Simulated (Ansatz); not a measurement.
# Lattice dynamics of Cu3Hg (built on the sites of a database entry of Li3Hg), part 2 of 2

Wanted: phonon frequencies of Cu3Hg (built on the sites of a database entry of Li3Hg) and what follows from them.

Ansatz 0.2.0; DFT PBE+D3(BJ), scalar-relativistic, plane waves, PAW.

So far. Step 4 (Relaxing to small forces for the phonons): The forces vanish by symmetry and the pressure is 0.004 GPa, within the tolerances set. The cell now holds 13.63 Å³/atom. Step 5 (Linear response at the zone centre): Before it was imposed, the acoustic sum rule was missed by 9.5e-5 eV/Å². Small misses are needed for a sound result but don't prove that mesh and cutoff are converged. The lowest optical mode is real, 134 cm⁻¹. The relaxed cell has a = 6.020 Å (conventional setting).

The structure was built from a prototype and need not be the compound's stable phase.

### 6. Phonons on a q mesh

Stability and thermal properties need the whole zone. Linear response on a 4×4×4 q mesh gives force constants as far as a supercell of that size would.

The input, input.yaml:

```yaml
crystal:
  lattice:
    - [0.0, 3.009930578, 3.009930578]
    - [3.009930578, 0.0, 3.009930578]
    - [3.009930578, 3.009930578, 0.0]
  atoms:
    - { symbol: Cu, position: [0.25, 0.25, 0.25] }
    - { symbol: Cu, position: [0.75, 0.75, 0.75] }
    - { symbol: Cu, position: [0.5, 0.5, 0.5] }
    - { symbol: Hg, position: [0.0, 0.0, 0.0] }
kpoints:
  mp_grid: { grid: [12, 12, 12] }
hamiltonian:
  xc: pbe
  dispersion: d3bj
scf:
  occupations: { method: methfessel_paxton, width: 0.2 }
output:
  eigenvalues: true
phonons:
  method: dfpt
  qmesh: [4, 4, 4]
  temperatures: { t_max: 1000, t_step: 50 }
  qpath:
    path:
      - [[0.0, 0.0, 0.0], [0.5, 0.0, 0.5], [0.625, 0.25, 0.625]]
      - [[0.375, 0.375, 0.75], [0.0, 0.0, 0.0], [0.5, 0.5, 0.5], [0.5, 0.25, 0.75], [0.5, 0.0, 0.5]]
    npoints: 10
```

Started as:

```bash
ansatz run input.yaml --threads 8 --pin off --max-ram 14336MiB --backend cpu --events-out ev --progress --plain --runs-dir out
```

Numbers of over 12 decimals in the logs are rounded to 6 here.

The program printed:

```text
[...]
Crystal: 4 atoms, lattice volume = 54.538 Å³
Basis set: ecut = 420 eV, 1067 PW (Γ), exchange–correlation on 60×60×60 points (8 copies of the dense FFT grid, shifted against one another)
Bands: 47, of which v1, the nominal top of the filled ones, is band 39 counted from 1 (38 counted from 0)
Symmetry: 48 space group operations
k-points: 72 of 1728
[...]
SCF iter   1: F=—  HF=-33690.544001 eV  |F-HF|=—  |Δ(HF+E_count)|=         —  Δρ=1.51e-3  dr2=6.87e-4  ethr=1.77e-3  ⟨swp⟩=5.4  Hψ=10731  notcnv=0  defer=15
[...]
SCF iter  10: F=-33690.545097 eV  HF=-33690.545097 eV  |F-HF|=7.28e-12  |Δ(HF+E_count)|=  2.18e-11  S|Δr|=    0.00e0  Δρ=8.72e-8  dr2=3.10e-12  ethr=1.00e-12  ⟨swp⟩=7.9  Hψ=18036  notcnv=0
SCF 1 converged in 10 iterations: F = -33690.545097 eV  dr2 = 3.10e-12
[...]
phonons: the bands overlap, so this run is a metal and interpolates without the dipole-dipole term. If the crystal is really an insulator or semiconductor, its LO-TO splitting is missing
NSCF: frozen V_eff on 72 k-points
[...]
DFPT response loops at q = (0, 0, 0) (fractional): preconditioner auto → Kerker (q_TF=auto, 2.890 Å⁻¹) (partly filled bands, converged f_vac=0.000); β = 1.00, the filter's whole step (`scf.mixing.beta` (0.50) is not read by the response loops under this deck's `scf.mixing.preconditioner`; to damp them name `kerker` or `kerker_dos`, under which they read `scf.mixing.beta`, and type it under 1.00, their step now; both keys bind the ground state too); Broyden in place of MSR1
[...]
SCF converged after 10 iterations
[...]
Free energy (F): -33690.545097 eV
[...]
Internal energy: -33690.541437 eV  (E = F + TS)
E sigma→0 (E₀):  -33690.544182 eV
Entropy (-TS):   -0.003660 eV (-0.915 meV/atom)
Fermi energy:    17.879618 eV
[...]
--- Band table (eV; the first three rows and the last of 72) ---
  k-point 0: bands = [... 35 lower, 15.9019, 15.9019, 22.4863, 23.0553, 23.0553, 23.0553, 23.0606, 23.9916, ... 4 higher]
  k-point 1: bands = [... 35 lower, 15.8929, 15.8929, 21.2688, 22.6235, 22.7015, 22.7015, 23.4930, 24.2349, ... 4 higher]
  k-point 2: bands = [... 35 lower, 15.8698, 15.8698, 19.6153, 22.2268, 22.2268, 22.4028, 23.7556, 23.8904, ... 4 higher]
  k-point 71: bands = [... 35 lower, 15.9559, 15.9634, 16.1894, 16.3101, 16.3101, 24.1487, 24.6009, 24.8733, ... 4 higher]
--- Phonons (Γ-DFPT): 3 representative perturbations + reference (Σ response iterations 12) ---
  ASR residual: 4.623e-5 → 0.000e0 eV/Å²; symmetrization residual: 1.655e-5 eV/Å²
[...]
ASR residual per site (eV/Å²): 4.62e-5 4.62e-5 1.42e-5 5.16e-6
[...]
--- Phonons (arbitrary-q DFPT): 8 irreducible q on the 4×4×4 mesh ---
  q = [0.0000, 0.0000, 0.0000] (star 1, of the zone-centre solve; hermiticity 3.63e-6, symmetrization 4.24e-12): -0.00 0.00 0.00 134.00 134.00 134.00 154.51 154.51 154.51 193.59 193.59 193.59
  q = [0.0000, 0.0000, 0.2500] (star 8, 3 solved perturbations on 936 of 1728 k-point pairs; hermiticity 3.48e-6, symmetrization 2.09e-12): 27.60 27.60 70.69 110.63 110.63 115.95 169.68 169.68 172.26 190.17 192.67 192.67
[...]
q = [0.0000, 0.2500, 0.2500] (star 6, 6 solved perturbations in 2412 linear systems a pass and spin channel, the states on 510 of 1728 k-point pairs; hermiticity 2.09e-6, symmetrization 7.54e-13): 36.03 36.03 85.28 98.74 98.74 124.69 155.21 178.65 178.65 184.59 195.11 195.11
[...]
sum rule: each row above includes the acoustic sum rule's correction from the zone centre's row sums; it moved no ω² by more than (0.44 cm⁻¹)²
  mesh force constants: q→R imaginary residual 4.94e-18; ASR residual 4.623e-5 → 0.000e0 eV/Å²; symmetrization residual 7.105e-15 eV/Å²
  interpolated dispersion: 62 rows × 12 modes
  density of states and harmonic sums: on the 20×20×20 q-mesh, interpolated from the force constants of a 4×4×4 supercell (no non-analytic term)
  largest difference from the sums on the solved wave vectors: F 8.25e-2 eV, S 1.01e-4 and C_V 1.93e-5 eV/K
  zero-point energy: 0.096788 eV/cell   skipped modes (ω ≤ 0): 152, of them read as no rigid motion or as one in doubt: 149 (5.760e-1 modes/cell left out, lowest -35.17 cm⁻¹)   left out of the sums: 4.80e-2 of the cell's modes: C_V's classical limit lies that fraction below 3 k_B per atom; for a crystal, a wire or a layer, F and S can be off by more, and a phonons.interpolated_qmesh denser along its periods is the remedy for the sampling
```

Elapsed: 17 min, on 8 threads of Arm Neoverse V2, shared host; peak memory 8.7 GiB; 2.2 h of CPU time.

This step gave:

- sum-rule residual before enforcement: 4.62e-5 eV/Å²
- lowest frequency on the path: -35.24 cm⁻¹
- highest frequency on the path or at a solved wavevector: 212.9 cm⁻¹
- lowest mode on the q mesh (acoustic modes at Γ apart): -34.98 cm⁻¹

Frequencies (cm⁻¹) solved at each irreducible wavevector; negative means imaginary. Frequencies by wavevector, by row:

| q in reciprocal lattice units | star | mode 1 | mode 2 | mode 3 | mode 4 | mode 10 | mode 11 | mode 12 |
| --- | --- | --- | --- | --- | --- | --- | --- | --- |
| 0 0 0 | 1 | 0 | 0 | 0 | 134 | 193.6 | 193.6 | 193.6 |
| 0 0 0.25 | 8 | 27.6 | 27.6 | 70.7 | 110.6 | 190.2 | 192.7 | 192.7 |
| 0 0 -0.5 | 4 | 38.4 | 38.4 | 79.8 | 96.5 | 183.9 | 188.3 | 188.3 |
| 0 0.25 0.25 | 6 | 36 | 36 | 85.3 | 98.7 | 184.6 | 195.1 | 195.1 |
| 0 0.25 -0.5 | 24 | -14.2 | 38.7 | 78.2 | 109.6 | 191.2 | 198.7 | 204.6 |
| 0 0.25 -0.25 | 12 | -24.1 | 58.2 | 58.4 | 111.1 | 193.5 | 197 | 199.9 |
| 0 -0.5 -0.5 | 3 | -35 | -35 | 112.2 | 122 | 166 | 212.9 | 212.9 |
| 0.25 -0.5 -0.25 | 6 | -18.9 | 64.8 | 64.8 | 94.6 | 195.7 | 195.7 | 200.1 |

Interpolated from a 4×4×4 q mesh. The phonon branches at the labelled points (cm⁻¹):

| point | branch 1 | branch 2 | branch 3 | branch 4 | branch 9 | branch 10 | branch 11 | branch 12 |
| --- | --- | --- | --- | --- | --- | --- | --- | --- |
| Γ | 0 | 0 | 0 | 134 | 154 | 194 | 194 | 194 |
| halfway | 36 | 36 | 85 | 99 | 179 | 185 | 195 | 195 |
| X | -35 | -35 | 112 | 122 | 163 | 166 | 213 | 213 |
| halfway | -35 | -20 | 107 | 115 | 172 | 173 | 209 | 212 |
| U | -35 | 40 | 92 | 107 | 182 | 186 | 199 | 209 |
| jump to K | -35 | 40 | 92 | 107 | 182 | 186 | 199 | 209 |
| halfway | -16 | 50 | 66 | 104 | 179 | 190 | 194 | 197 |
| Γ | 0 | 0 | 0 | 134 | 154 | 194 | 194 | 194 |
| halfway | 28 | 28 | 71 | 111 | 172 | 190 | 193 | 193 |
| L | 38 | 38 | 80 | 96 | 179 | 184 | 188 | 188 |
| halfway | 7 | 45 | 74 | 109 | 182 | 188 | 198 | 200 |
| W | -19 | 65 | 65 | 95 | 189 | 196 | 196 | 200 |
| halfway | -30 | 9 | 101 | 108 | 177 | 178 | 208 | 208 |
| X | -35 | -35 | 112 | 122 | 163 | 166 | 213 | 213 |

Tetrahedra on a 20×20×20 mesh, mean over bins of 2 cm-1. Interpolated from a 4×4×4 q mesh. The phonon density of states by wavenumber; read off at these points:

```csv
wavenumber (cm⁻¹),phonon density of states (1/cm⁻¹/cell)
-35.0,0.00468
-30.0,0.0188
-25.0,0.0217
-20.0,0.0273
-15.0,0.0155
-10.0,0.0101
-5.0,0.00883
0.0,0.00900
5.0,0.0101
10.0,0.0120
15.0,0.0166
20.0,0.0227
25.0,0.0269
30.0,0.0275
35.0,0.0272
40.0,0.0553
45.0,0.0405
50.0,0.0297
55.0,0.0205
60.0,0.00724
65.0,0.0262
69.0,0.0741
70.0,0.0670
75.0,0.0475
80.0,0.0162
85.0,0.0107
90.0,0.00815
95.0,0.00668
100.0,0.0580
105.0,0.0689
110.0,0.095
115.0,0.0855
117.0,0.146
120.0,0.117
125.0,0.0806
130.0,0.0656
135.0,0.0181
140.0,0.00442
145.0,7.1e-4
150.0,5.0e-5
155.0,0.0891
160.0,0.140
163.0,0.170
165.0,0.121
170.0,0.0834
175.0,0.0894
179.0,0.104
180.0,0.0833
185.0,0.0407
190.0,0.155
193.0,0.199
195.0,0.177
200.0,0.111
205.0,0.0643
210.0,0.0310
```

Phonopy on the run's constants, 17x17x17 mesh, Gaussian sigma 2.0 cm-1. Interpolated from a 4×4×4 q mesh. The partial phonon density of states by wavenumber; read off at these points; values in 1/cm⁻¹/cell:

```csv
wavenumber (cm⁻¹),Cu,Hg
-45.0,0,0
-40.0,5.0e-5,6.0e-5
-35.0,0.00364,0.00460
-30.0,0.00832,0.0110
-25.0,0.00930,0.0132
-20.0,0.00996,0.0155
-15.0,0.00878,0.0129
-10.0,0.00343,0.00501
-5.0,0.00320,0.00466
0.0,5.8e-4,7.9e-4
5.0,0.00272,0.00334
10.0,0.00582,0.00834
15.0,0.00843,0.0116
20.0,0.00878,0.0129
25.0,0.0109,0.0167
30.0,0.0110,0.0176
35.0,0.0109,0.0194
39.3,0.0183,0.0338
40.0,0.0181,0.0334
45.0,0.0138,0.0248
50.0,0.0112,0.0191
55.0,0.00655,0.0104
60.0,0.00543,0.00791
65.0,0.0116,0.0165
70.0,0.0236,0.0355
75.0,0.0164,0.0263
80.0,0.00785,0.0105
85.0,0.00473,0.00634
90.0,0.00394,0.00456
95.0,0.00922,0.00363
100.0,0.0495,0.00532
105.0,0.0655,0.00747
110.0,0.0767,0.0139
115.0,0.0844,0.0202
118.7,0.101,0.0235
120.0,0.0944,0.0208
125.0,0.0685,0.0112
130.0,0.0510,0.00859
135.0,0.0208,0.00262
140.0,0.00499,3.9e-4
145.0,0.00101,8.9e-5
150.0,0.00727,5.4e-5
155.0,0.0715,8.1e-4
160.0,0.135,0.00241
161.8,0.148,0.00313
165.0,0.118,0.00421
170.0,0.0826,0.00471
175.0,0.0856,0.00507
180.0,0.0744,0.00366
185.0,0.0495,0.00871
190.0,0.115,0.0306
192.8,0.148,0.0398
195.0,0.142,0.0407
200.0,0.0882,0.0284
205.0,0.0507,0.0161
210.0,0.0237,0.00732
215.0,0.00220,6.8e-4
220.0,4.7e-6,2.4e-6
```

Symmetry leaves 8 wavevectors to solve. The lowest mode among them, the acoustic zeros apart, lies at q = (0, -0.5, -0.5) and is imaginary, 35.0i cm⁻¹, so the energy falls along it.

### 7. Another isotope

An isotope changes the mass and not the force constants, so no new electronic calculation is needed; the shifts show which modes move this element.

The same force constants with the mass of Cu changed from 63.546 to 64.928 u (phonopy, no LO-TO term). Both lists are sorted by frequency; levels can cross, so a row need not hold one and the same mode. Modes under 3 cm⁻¹ are left out. Isotope shifts, by row, the first 40 of 45 rows:

| q | rank | natural mass (cm⁻¹) | changed mass (cm⁻¹) |
| --- | --- | --- | --- |
| 0 0 0 | 4 | 134 | 133 |
| 0 0 0 | 5 | 134 | 133 |
| 0 0 0 | 6 | 134 | 133 |
| 0 0 0 | 7 | 154.5 | 152.9 |
| 0 0 0 | 8 | 154.5 | 152.9 |
| 0 0 0 | 9 | 154.5 | 152.9 |
| 0 0 0 | 10 | 193.6 | 191.9 |
| 0 0 0 | 11 | 193.6 | 191.9 |
| 0 0 0 | 12 | 193.6 | 191.9 |
| 0 0 0.25 | 1 | 27.6 | 27.48 |
| 0 0 0.25 | 2 | 27.6 | 27.48 |
| 0 0 0.25 | 3 | 70.69 | 70.45 |
| 0 0 0.25 | 4 | 110.6 | 109.6 |
| 0 0 0.25 | 5 | 110.6 | 109.6 |
| 0 0 0.25 | 6 | 116 | 114.8 |
| 0 0 0.25 | 7 | 169.7 | 168 |
| 0 0 0.25 | 8 | 169.7 | 168 |
| 0 0 0.25 | 9 | 172.3 | 170.5 |
| 0 0 0.25 | 10 | 190.2 | 188.6 |
| 0 0 0.25 | 11 | 192.7 | 191.1 |
| 0 0 0.25 | 12 | 192.7 | 191.1 |
| 0 0 -0.5 | 1 | 38.42 | 38.29 |
| 0 0 -0.5 | 2 | 38.42 | 38.29 |
| 0 0 -0.5 | 3 | 79.8 | 79.57 |
| 0 0 -0.5 | 4 | 96.45 | 95.41 |
| 0 0 -0.5 | 5 | 96.45 | 95.41 |
| 0 0 -0.5 | 6 | 116.6 | 115.4 |
| 0 0 -0.5 | 7 | 177.2 | 175.3 |
| 0 0 -0.5 | 8 | 177.2 | 175.3 |
| 0 0 -0.5 | 9 | 178.7 | 176.7 |
| 0 0 -0.5 | 10 | 183.9 | 182.5 |
| 0 0 -0.5 | 11 | 188.3 | 187 |
| 0 0 -0.5 | 12 | 188.3 | 187 |
| 0 0.25 0.25 | 1 | 36.03 | 35.9 |
| 0 0.25 0.25 | 2 | 36.03 | 35.9 |
| 0 0.25 0.25 | 3 | 85.28 | 84.97 |
| 0 0.25 0.25 | 4 | 98.74 | 97.69 |
| 0 0.25 0.25 | 5 | 98.74 | 97.69 |
| 0 0.25 0.25 | 6 | 124.7 | 123.6 |
| 0 0.25 0.25 | 7 | 155.2 | 153.6 |

A mode of this element alone would shift by -1.07 %. The highest zone-centre frequency without the field goes from 193.6 to 191.9 cm⁻¹ (-0.9 %). The product of the frequency ratios over all optical modes at Γ is 0.922; the product rule, (m/m′)^(3k/2) (M′/M)^(3/2) with k = 3 such atoms and M the mass of the cell, gives 0.922.

### 8. Outcome

```json
{
  "space group after relaxation (within 0.01 Å)": "Fm-3m",
  "volume per atom": "13.6 Å³",
  "electronic character": "no gap on this mesh",
  "highest optical mode at the zone centre (no LO-TO term)": "194 cm⁻¹",
  "lowest optical zone-centre mode": "134 cm⁻¹",
  "lowest mode on the q mesh (acoustic modes at Γ apart)": "-35.0 cm⁻¹",
  "highest frequency on the path or at a solved wavevector": "213 cm⁻¹",
  "imaginary modes on the 4×4×4 q mesh": "yes"
}
```

In words: Modes are clearly imaginary (beyond 10i cm⁻¹) at 4 of the 8 irreducible wavevectors, most at q = (0, -0.5, -0.5) (35.0i cm⁻¹), so this structure is not a minimum of the energy. The optical modes at Γ span 134 to 194 cm⁻¹. The highest mode in this list at Γ, 193.6 cm⁻¹, is mostly motion of Cu (82 % of the kinetic energy). With no gap, or one that is small against the smearing, the frequencies hang on the k mesh and the smearing, most of all near Kohn anomalies. The phonon runs are without spin polarisation, although the cell has an odd electron count. Spin-orbit coupling is left out, which can matter for the heavy elements here. In the phonons the program treats the change of the C6 weights of the dispersion term with coordination only in part. The starting cell was built on a prototype and not taken from a measurement, so the phase need not exist. These are harmonic frequencies at zero temperature: anharmonic shifts, linewidths and thermal expansion are left out.

[Logs are printed without paths, hosts, clocks, repeated set-up lines and the standing remarks that a program may print on its own settings, such as how far it seeks lower states.]

[Hosts, paths, dates, database ids (printed as entryN), source tags and the programs' standing remarks are cut or masked in the printed files.]
